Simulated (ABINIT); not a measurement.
# H4C (I-43m): G0W0 with ABINIT, start to end, part 3 of 3

How does a plane-wave GW calculation on H4C (I-43m) run from the first input to the gap?

ABINIT 10.8.3; LDA and many-body steps on it, plane waves. Known limits of the many-body steps: not at the basis limit.

So far. Step 3 (Bands along the symmetry lines): The gap is 7.292 eV, as in the run before at this level. Step 4 (Empty states on the mesh, 4×4×4 mesh, 48 bands): On this mesh the gap is 7.292 eV.

### 5. Screening, 4×4×4 mesh, 44 bands, screening to 106.1 eV

The RPA dielectric matrix is built and inverted for each q.

This step: RPA screening on LDA, plane waves, norm-conserving pseudopotentials.

Input file run.abi:

```
acell 3*1.0 Angstrom
rprim 
  -2.478924680900 2.478924680900 2.478924680900
  2.478924680900 -2.478924680900 2.478924680900
  2.478924680900 2.478924680900 -2.478924680900
ntypat 2
znucl 1 6
natom 5
typat 1 1 1 1 2
xred 
  0.000000000000 0.000000000000 0.746312870000
  0.746312870000 0.000000000000 0.000000000000
  0.000000000000 0.746312870000 0.000000000000
  0.253687130000 0.253687130000 0.253687130000
  0.000000000000 0.000000000000 0.000000000000
pp_dirpath "pseudos"
pseudos "H.upf, C.upf"
ecut 37
ngkpt 4 4 4
nshiftk 1
shiftk 0 0 0
kptopt 1
chksymbreak 0
istwfk *1
occopt 1
irdwfk 1
optdriver 3
nband 44
ecuteps 3.9
inclvkb 2
awtr 1
symchi 1
indata_prefix "in"
outdata_prefix "out"
tmpdata_prefix "tmp"
```

Run with:

```console
$ OMP_NUM_THREADS=1 mpirun -n 4 abinit run.abi > log
```

Numbers of over 12 decimals in the logs are rounded to 6 here.

The log of the run:

```text
.Version 10.8.3 of ABINIT. v10.8.2 released Aug 2026.

 Symmetries : space group I-4 3 m (#217); Bravais cI (body-center cubic)
[... echo of the input left out ...]
== DATASET  1 ==================================================================
-   mpi_nproc: 4, omp_nthreads: 1 (-1 if OMP is not activated)

--- !DatasetInfo
iteration_state: {dtset: 1, }
dimensions: {natom: 5, nkpt: 8, mband: 44, nsppol: 1, nspinor: 1, nspden: 1, mpw: 4434, }
cutoff_energies: {ecut:  37.0, pawecutdg:  -1.0, }
electrons: {nelect:   8.00000000E+00, charge:   0.00000000E+00, occopt:   1.00000000E+00, tsmear:   1.00000000E-02, }

 SCREENING: Calculation of the susceptibility and dielectric matrices

 Based on a program developped by R.W. Godby, V. Olevano, G. Onida, and L. Reining.
 Incorporated in ABINIT by V. Olevano, G.-M. Rignanese, and M. Torrent.
.Using double precision arithmetic ; gwpc =  8

[... cell and pseudopotentials left out ...]
--------------------------------------------------------------------------------

 ==== K-mesh for the wavefunctions ====
 Number of points in the irreducible wedge :     8
[... list of points left out ...]
 Together with 24 symmetry operations and time-reversal symmetry
 yields    64 points in the full Brillouin Zone.

 ==== Q-mesh for the screening function ====
 Number of points in the irreducible wedge :     8
[... list of points left out ...]
 Together with 24 symmetry operations and time-reversal symmetry
 yields    64 points in the full Brillouin Zone.

 setmesh: FFT mesh size selected  =    24x   24x   24
          total number of points  =        13824

 vcoul_init : cutoff-mode = AUXILIARY_FUNCTION
 q-points for optical limit:   1
     1)      0.000010    0.000020    0.000030

- screening: taking advantage of time-reversal symmetry
- Maximum band index for partially occupied states nbvw = 4
- Remaining bands to be divided among processors   nbcw = 40
- Number of bands treated by each node ~10

 Number of electrons calculated from density =    8.0000; Expected =    8.0000
 average of density, n =  0.019456
 r_s =    2.3065
 omega_plasma =   13.4548 [eV]

 calculating chi0 at frequencies [eV] :
  1    0.000000E+00    0.000000E+00
  2    0.000000E+00    1.345480E+01

--------------------------------------------------------------------------------
  q-point number  1        q = ( 0.000000, 0.000000, 0.000000) [r.l.u.]
--------------------------------------------------------------------------------
[... chi0 elements left out ...]
 For q-point:  0.000010 0.000020 0.000030
  dielectric constant =   1.6092
  dielectric constant without local fields =   1.8138

  Average fulfillment of the sum rule on Im[epsilon] for q-point    1 :     63.82  [%]
[... wings left out ...]
  q-point number  2        q = ( 0.250000, 0.000000, 0.000000) [r.l.u.]
--------------------------------------------------------------------------------
[... chi0 elements left out ...]
  Average fulfillment of the sum rule on Im[epsilon] for q-point    2 :     80.89  [%]

 [... 6 further q-points ...]
```

Elapsed: 7.3 s, on 4 MPI ranks of Arm Neoverse N1, shared host; peak memory 0.46 GiB.

Numbers from this step:

```
ε∞ with local fields, on this mesh, along the program's q direction : 1.609
the same without local fields                                       : 1.814
plasma frequency                                                    : 13.45 eV
plane waves in the screening matrix                                 : 141
```

Local fields lower ε∞ by 11 %.

### 6. Self-energy, 4×4×4 mesh, 44 bands, screening to 106.1 eV

The self-energy is evaluated for the states that the input lists, and the levels follow from it, in one-shot runs by the linearised quasiparticle equation.

This step: G0W0 on LDA, plane waves, norm-conserving pseudopotentials.

run.abi: that of step 5 with these lines changed.

```diff
@@ -26,8 +26,15 @@
 irdwfk 1
-optdriver 3
+optdriver 4
 nband 44
+gwcalctyp 0
+ecutsigx 37
+symsigma 1
+nkptgw 1
+kptgw 
+  0.0000000000 0.0000000000 0.0000000000
+bdgw 
+  2 8
 ecuteps 3.9
-inclvkb 2
-awtr 1
-symchi 1
+irdscr 1
+ppmodel 1
 indata_prefix "in"
```

The log of the run:

```text
.Version 10.8.3 of ABINIT. v10.8.2 released Aug 2026.

 Symmetries : space group I-4 3 m (#217); Bravais cI (body-center cubic)
[... echo of the input left out ...]
== DATASET  1 ==================================================================
-   mpi_nproc: 4, omp_nthreads: 1 (-1 if OMP is not activated)

--- !DatasetInfo
iteration_state: {dtset: 1, }
dimensions: {natom: 5, nkpt: 8, mband: 44, nsppol: 1, nspinor: 1, nspden: 1, mpw: 4434, }
cutoff_energies: {ecut:  37.0, pawecutdg:  -1.0, }
electrons: {nelect:   8.00000000E+00, charge:   0.00000000E+00, occopt:   1.00000000E+00, tsmear:   1.00000000E-02, }

 SIGMA: Calculation of the GW corrections

 Based on a program developped by R.W. Godby, V. Olevano, G. Onida, and L. Reining.
 Incorporated in ABINIT by V. Olevano, G.-M. Rignanese, and M. Torrent.
.Using double precision arithmetic ; gwpc =  8

[... cell and pseudopotentials left out ...]
--------------------------------------------------------------------------------

 ==== K-mesh for the wavefunctions ====
 Number of points in the irreducible wedge :     8
[... list of points left out ...]
 Together with 24 symmetry operations and time-reversal symmetry
 yields    64 points in the full Brillouin Zone.

 ==== Q-mesh for screening function ====
 Number of points in the irreducible wedge :     8
[... list of points left out ...]
 Together with 24 symmetry operations and time-reversal symmetry
 yields    64 points in the full Brillouin Zone.

 vcoul_init : cutoff-mode = AUXILIARY_FUNCTION
 q-points for optical limit:   1
     1)      0.000010    0.000020    0.000030
 setmesh: FFT mesh size selected  =    40x   40x   40
          total number of points  =        64000

 Number of electrons calculated from density =    8.0000; Expected =    8.0000
 average of density, n =  0.019456
 r_s =    2.3065
 omega_plasma =   13.4548 [eV]

 === KS Band Gaps ===
  >>>> For spin  1
   Minimum direct gap =   7.2921 [eV], located at k-point      :   0.0000  0.0000  0.0000
   Fundamental gap    =   7.2921 [eV], Top of valence bands at :   0.0000  0.0000  0.0000
                                       Bottom of conduction at :   0.0000  0.0000  0.0000
 SIGMA fundamental parameters:
 PLASMON POLE MODEL  1
 number of plane-waves for SigmaX                 4417
 number of plane-waves for SigmaC and W            141
 number of plane-waves for wavefunctions          4417
 number of bands                                    44
 number of independent spin polarizations            1
 number of spinorial components                      1
 number of k-points in IBZ                           8
 number of q-points in IBZ                           8
 number of symmetry operations                      24
 number of k-points in BZ                           64
 number of q-points in BZ                           64
 number of frequencies for dSigma/dE                 9
 frequency step for dSigma/dE [eV]                0.25
 number of omega for Sigma on real axis              0
 max omega for Sigma on real axis  [eV]           0.00
 zcut for avoiding poles [eV]                     0.10

 EPSILON^-1 parameters (SCR file):
 dimension of the eps^-1 matrix on file            141
 dimension of the eps^-1 matrix used               141
 number of plane-waves for wavefunctions          4417
 number of bands                                    44
 number of q-points in IBZ                           8
 number of frequencies                               2
 number of real frequencies                          1
 number of imag frequencies                          1

 matrix elements of self-energy operator (all in [eV])

 Perturbative Calculation

--- !SelfEnergy_ee
iteration_state: {dtset: 1, }
kpoint     : [   0.000,    0.000,    0.000, ]
spin       : 1
KS_gap     :    7.292
QP_gap     :   11.646
Delta_QP_KS:    4.354
data: !SigmaeeData |
     Band     E0 <VxcDFT>   SigX SigC(E0)      Z dSigC/dE  Sig(E)    E-E0       E
        2  -6.945 -14.081 -19.228   2.059   0.843  -0.186 -16.684  -2.603  -9.548
        3  -6.945 -14.081 -19.228   2.059   0.843  -0.186 -16.684  -2.603  -9.548
        4  -6.945 -14.081 -19.228   2.059   0.843  -0.186 -16.684  -2.603  -9.548
        5   0.347  -6.506  -2.657  -1.900   0.898  -0.113  -4.755   1.751   2.098
        6   5.306  -8.475  -3.483  -2.116   0.888  -0.126  -5.920   2.554   7.860
        7   5.306  -8.475  -3.483  -2.116   0.888  -0.126  -5.920   2.554   7.860
        8   5.306  -8.475  -3.483  -2.116   0.888  -0.126  -5.920   2.554   7.860

== END DATASET(S) ==============================================================
================================================================================

 -outvars: echo values of variables after computation  --------
           etotal      0.0000000000E+00
            nband          44
             nkpt           8
          spgroup         217
 [... the other variables as echoed above ...]

 Calculation completed.
```

Elapsed: 4.1 s, on 4 MPI ranks; peak memory 0.48 GiB.

This step gave:

```yaml
g0w0_gap_on_the_points_computed: 11.65 eV
starting_gap_on_the_mesh: 7.292 eV
k_of_the_valence_top: 0, 0, 0
k_of_the_conduction_bottom: 0, 0, 0
z_at_the_valence_top: 0.843
z_at_the_conduction_bottom: 0.898
least_direct_g0w0_gap_on_the_computed_points: 11.65 eV
```

The gap on the mesh goes from 7.29 eV to 11.65 eV, a correction of +4.35 eV.

Limits: finite bands, cutoff and mesh. v1 is the top filled band, c1 the lowest empty one. Levels before and after the correction, in eV, zero at the valence-band top of each column:

```
           conduction bottom  valence top
Kohn-Sham               7.29         0.00
     G0W0              11.65         0.00
```

```
             level  energy (eV)
Kohn-Sham  Γ v3-v1        0.000
Kohn-Sham     Γ c1        7.292
Kohn-Sham  Γ c2-c4       12.251
     G0W0  Γ v3-v1        0.000
     G0W0     Γ c1       11.646
     G0W0  Γ c2-c4       17.408
```

### 7. Where the time went

Times are wall times on 4 MPI ranks of Arm Neoverse N1, shared host, good to a factor of about two.

```
                          step   time  share  memory (GiB)
                  ground state   11 s   22 %          0.33
bands along the symmetry lines   13 s   27 %           0.3
      empty states on the mesh   14 s   28 %          0.29
                     screening  7.3 s   15 %          0.46
                   self-energy  4.1 s    8 %          0.48
```

### 8. Results

```
LDA gap              : 7.29 eV, direct
G0W0 gap on the mesh : 11.65 eV
GW settings          : 4×4×4 mesh, 44 bands, screening to 106.1 eV, Godby-Needs plasmon pole
known limits         : not at the basis limit
```

What this shows: G0W0 moves the gap on the mesh from 7.29 eV to 11.65 eV (+4.35 eV), with Z of 0.84 and 0.90 at the edges. Local fields lower the RPA ε∞ on this mesh from 1.81 to 1.61. Only 1 of the mesh's irreducible points was corrected, so a valley elsewhere could overtake. Bands and cutoff are finite, so the gap is not at the basis limit. The miss can reach some tenths of an eV and take either sign; the mesh is an error of its own. In the G0W0 run levels were corrected at 1 k point alone, so a gap called «on the mesh» is the least over those, and an edge elsewhere would be missed.

[Paths, hosts, dates, memory and timing lines, banners, echoed tables and standing remarks are left out of the program output.]

[Logs are printed without paths, hosts, clocks, repeated set-up lines and the standing remarks that a program may print on its own settings, such as how far it seeks lower states.]

[Runs of the session that timed out or met a known fault of the program may be left out.]

[Hosts, paths, dates, database ids (printed as entryN), source tags and the programs' standing remarks are cut or masked in the printed files.]

[G0W0 gaps are taken among the corrected bands and points alone; a level outside them can change the order at an edge.]

[Where Ansatz stands beside ABINIT at settings called matched, ABINIT's density can come from a denser mesh and the files from another edition; pairs whose starting gaps differed by over 0.03 eV were left out, so agreement reads better than it is.]
